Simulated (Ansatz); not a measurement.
# K2CdSe2O6 (R-3m): bands and screening cutoff converge together

Can the band sum of G0W0 be converged at a fixed screening cutoff? A test on K2CdSe2O6 (R-3m).

Main program and level: Ansatz 0.2.0; G0W0 on PBE, plane waves, PAW; PAW set soft_1.

This is a report of a sequence of runs, with most program output left out.

### 1. The starting structure

Symmetry: R-3m, No. 166, trigonal system. The conventional cell has a = 5.698 Å, b = 5.698 Å, c = 18.949 Å, α = 90.00°, β = 90.00°, γ = 120.00°. Nearest to K lie 9 O at 2.79 to 3.03 Å. Nearest to Cd lie 6 O at 2.33 Å. Se has 3 O at 1.72 Å nearest. Nearest to O lie 1 Se at 1.72 Å and 1 Cd at 2.33 Å and 3 K at 2.79 to 3.03 Å. Farther neighbours and most contacts between anions are not listed.

Geometry: measured cell, ions relaxed with PBE. The runs that relaxed it are not among those shown.

### 2. 142 empty bands, screening to 50 eV

Now the one-shot GW correction: screening in the RPA, then the self-energy of the levels asked for. This step takes PAW set soft_1 files.

input.yaml reads:

```yaml
crystal:
  lattice:
    - [2.84875, 1.6447265794, 6.3162]
    - [-2.84875, 1.6447265794, 6.3162]
    - [0.0, -3.2894531587, 6.3162]
  atoms:
    - { symbol: K, position: [0.8028368916, 0.8028368916, 0.8028368916] }
    - { symbol: K, position: [0.1971631084, 0.1971631084, 0.1971631084] }
    - { symbol: Cd, position: [0.0, 0.0, 0.0] }
    - { symbol: Se, position: [0.6229802507, 0.6229802507, 0.6229802507] }
    - { symbol: Se, position: [0.3770197493, 0.3770197493, 0.3770197493] }
    - { symbol: O, position: [0.7422192338, 0.269620956, 0.7422192338] }
    - { symbol: O, position: [0.7422192338, 0.7422192338, 0.269620956] }
    - { symbol: O, position: [0.269620956, 0.7422192338, 0.7422192338] }
    - { symbol: O, position: [0.2577807662, 0.730379044, 0.2577807662] }
    - { symbol: O, position: [0.730379044, 0.2577807662, 0.2577807662] }
    - { symbol: O, position: [0.2577807662, 0.2577807662, 0.730379044] }
kpoints:
  mp_grid: { grid: [2, 2, 2] }
hamiltonian:
  xc: pbe
  pseudopotentials: { kind: paw, azcp: { folder: soft_1 } }
scf:
  occupations: { method: fixed }
gw:
  n_empty_bands: 142
  ecut_chi: 50
  qp_bands: [v3, c3]
  qp_kpoints: band_edges
  screening: { model: contour_deformation }
```

Run with:

```sh
ansatz run input.yaml --threads 2 --pin off --max-ram 92160MiB --backend cuda --events-out ev --progress --plain --runs-dir out --devices 1 --max-vram 13GiB
```

Run time: 7.2 s. Hardware: 1 × NVIDIA H100 80GB HBM3 (shared by 6 runs) with 2 threads of AMD EPYC 7R13 (Zen 3), shared host; peak memory 1.2 GiB.

Numbers from this step:

```yaml
bands_summed: 195
rpa_eps_infinity_on_this_mesh_eigenvalues: 2.616, 3.560, 3.560
plane_waves_in_the_screening_matrix: 145
q_points_in_the_mesh: 8
g0w0_gap_on_the_mesh: 5.830 eV
k_of_the_valence_top: 0, 0, -0.5
k_of_the_conduction_bottom: 0, 0, 0
starting_gap_on_the_mesh: 3.863 eV
z_at_the_valence_top: 0.7724
z_at_the_conduction_bottom: 0.8320
least_direct_g0w0_gap_on_the_computed_points: 6.090 eV
```

The gap on the mesh goes from 3.86 eV to 5.83 eV, a correction of +1.97 eV. Between the two edge states, bare exchange in place of the xc potential would open the gap by 9.67 eV, and correlation takes back 7.71 eV.

### 3. 740 empty bands, screening to 50 eV

input.yaml: that of step 2 with these lines changed.

```diff
@@ -25,3 +25,3 @@
 gw:
-  n_empty_bands: 142
+  n_empty_bands: 740
   ecut_chi: 50
```

It took 13 s on 1 × NVIDIA H100 80GB HBM3 (shared by 6 runs) with 2 threads; peak memory 1.4 GiB.

Numbers from this step:

```
bands summed                                 : 793
RPA ε∞ on this mesh (eigenvalues)            : 2.626, 3.574, 3.574
plane waves in the screening matrix          : 145
G0W0 gap on the mesh                         : 5.669 eV
k of the valence top                         : 0, 0, -0.5
k of the conduction bottom                   : 0, 0, 0
starting gap on the mesh                     : 3.863 eV
least direct G0W0 gap on the computed points : 5.917 eV
```

Against the run with 2×2×2 mesh, 142 empty bands, screening to 50 eV, PAW set soft_1 files, the gap moves by −0.16 eV.

### 4. 403 empty bands, screening to 100 eV

Bands and screening cutoff are moved together, since each hides the error of the other.

input.yaml: that of step 3 with these lines changed.

```diff
@@ -25,4 +25,4 @@
 gw:
-  n_empty_bands: 740
-  ecut_chi: 50
+  n_empty_bands: 403
+  ecut_chi: 100
   qp_bands: [v3, c3]
```

Elapsed: 10 s, on 1 × NVIDIA H100 80GB HBM3 (shared by 6 runs) with 2 threads; peak memory 1.4 GiB; 11 s of CPU time.

The G0W0 gap on the mesh is 5.744 eV.

### 5. 2095 empty bands, screening to 100 eV

input.yaml: that of step 4 with these lines changed.

```diff
@@ -25,3 +25,3 @@
 gw:
-  n_empty_bands: 403
+  n_empty_bands: 2095
   ecut_chi: 100
```

The job ended after 72 s (1 × NVIDIA H100 80GB HBM3 (shared by 6 runs) with 2 threads; peak memory 2.6 GiB; 2.2 min of CPU time).

The G0W0 gap on the mesh is 5.721 eV.

### 6. 142 empty bands, screening to 150 eV

input.yaml: that of step 5 with these lines changed.

```diff
@@ -25,4 +25,4 @@
 gw:
-  n_empty_bands: 2095
-  ecut_chi: 100
+  n_empty_bands: 142
+  ecut_chi: 150
   qp_bands: [v3, c3]
```

Elapsed: 7.7 s, on 1 × NVIDIA H100 80GB HBM3 (shared by 6 runs) with 2 threads; peak memory 1.4 GiB; 11 s of CPU time.

The G0W0 gap on the mesh is 5.860 eV.

### 7. 740 empty bands, screening to 150 eV

input.yaml: that of step 6 with these lines changed.

```diff
@@ -25,3 +25,3 @@
 gw:
-  n_empty_bands: 142
+  n_empty_bands: 740
   ecut_chi: 150
```

Wall time 14 s (1 × NVIDIA H100 80GB HBM3 (shared by 6 runs) with 2 threads); peak memory 1.7 GiB.

The G0W0 gap on the mesh is 5.815 eV.

### 8. 1315 empty bands, screening to 220 eV

input.yaml: that of step 7 with these lines changed.

```diff
@@ -25,4 +25,4 @@
 gw:
-  n_empty_bands: 740
-  ecut_chi: 150
+  n_empty_bands: 1315
+  ecut_chi: 220
   qp_bands: [v3, c3]
```

The job ended after 23 s (1 × NVIDIA H100 80GB HBM3 (shared by 6 runs) with 2 threads; peak memory 2.6 GiB).

The G0W0 gap on the mesh is 5.869 eV.

### 9. 403 empty bands, screening to 300 eV

input.yaml: that of step 8 with these lines changed.

```diff
@@ -25,4 +25,4 @@
 gw:
-  n_empty_bands: 1315
-  ecut_chi: 220
+  n_empty_bands: 403
+  ecut_chi: 300
   qp_bands: [v3, c3]
```

Wall time 16 s (1 × NVIDIA H100 80GB HBM3 (shared by 6 runs) with 2 threads); peak memory 3.4 GiB.

The G0W0 gap on the mesh is 5.839 eV.

### 10. The grid

Start PBE, 2×2×2 mesh. Times are wall times on 1 × NVIDIA H100 80GB HBM3 (shared by 6 runs) with 2 threads of AMD EPYC 7R13 (Zen 3), shared host, good to a factor of about two.

```csv
cutoff (eV),plane waves at q = 0,bands summed,gap (eV),Σc valence (eV),Σc conduction (eV),time
50,145,195,5.830,3.95,-3.75,7.2 s
50,145,793,5.669,3.74,-4.13,13 s
100,401,456,5.744,3.71,-4.08,10 s
100,401,2148,5.721,3.56,-4.25,72 s
150,739,195,5.860,4.03,-3.65,7.7 s
150,739,793,5.815,3.52,-4.20,14 s
220,1293,1368,5.869,3.38,-4.29,23 s
300,2039,456,5.839,3.67,-4.03,16 s
```

### 11. Summary of results

```
195 bands, 50 eV                   : 5.830 eV
793 bands, 50 eV                   : 5.669 eV
456 bands, 100 eV                  : 5.744 eV
2148 bands, 100 eV                 : 5.721 eV
195 bands, 150 eV                  : 5.860 eV
793 bands, 150 eV                  : 5.815 eV
1368 bands, 220 eV                 : 5.869 eV
456 bands, 300 eV                  : 5.839 eV
estimated limit along the diagonal : 5.94 eV
mesh and start                     : 2×2×2, PBE
```

In words: At 50 eV, going from 195 to 793 bands moves the gap by −0.16 eV. At 100 eV, going from 456 to 2148 bands moves the gap by −0.02 eV. At 150 eV, going from 195 to 793 bands moves the gap by −0.05 eV. At 195 bands, raising the cutoff from 50 to 150 eV moves it by +0.03 eV. At 793 bands, raising the cutoff from 50 to 150 eV moves it by +0.15 eV. At 456 bands, raising the cutoff from 100 to 300 eV moves it by +0.10 eV. Along the diagonal, where both rise together, the two highest rungs point to 5.94 eV. Gaps are over the mesh's points; an edge off the mesh would be missed. A low cutoff hides what high bands add, so a band series at one cutoff can look settled before the gap is. The 2×2×2 mesh is coarse for this cell (its supercell is 14 Å along the shortest edge). The RPA ε∞ on it, from the PBE start, is 2.60 and 3.50; such meshes misread the long-range screening, most where the gap is narrow. A d shell, filled or nearly so, lies near the gap. One-shot GW converges very slowly in bands there, not always from below, and on a semilocal start the gap tends to come out low; starts rich in exact exchange can overshoot instead. The many-body steps are scalar-relativistic: spin-orbit coupling is not in them.

[Paths, hosts, dates, memory and timing lines, banners, echoed tables and standing remarks are left out of the program output.]

[Logs are printed without paths, hosts, clocks, repeated set-up lines and the standing remarks that a program may print on its own settings, such as how far it seeks lower states.]

[Runs of the session that timed out or met a known fault of the program may be left out.]

[Cells called generated may have been cut or substituted from an entry of the Crystallography Open Database or the Materials Project.]

[Hosts, paths, dates, database ids (printed as entryN), source tags and the programs' standing remarks are cut or masked in the printed files.]
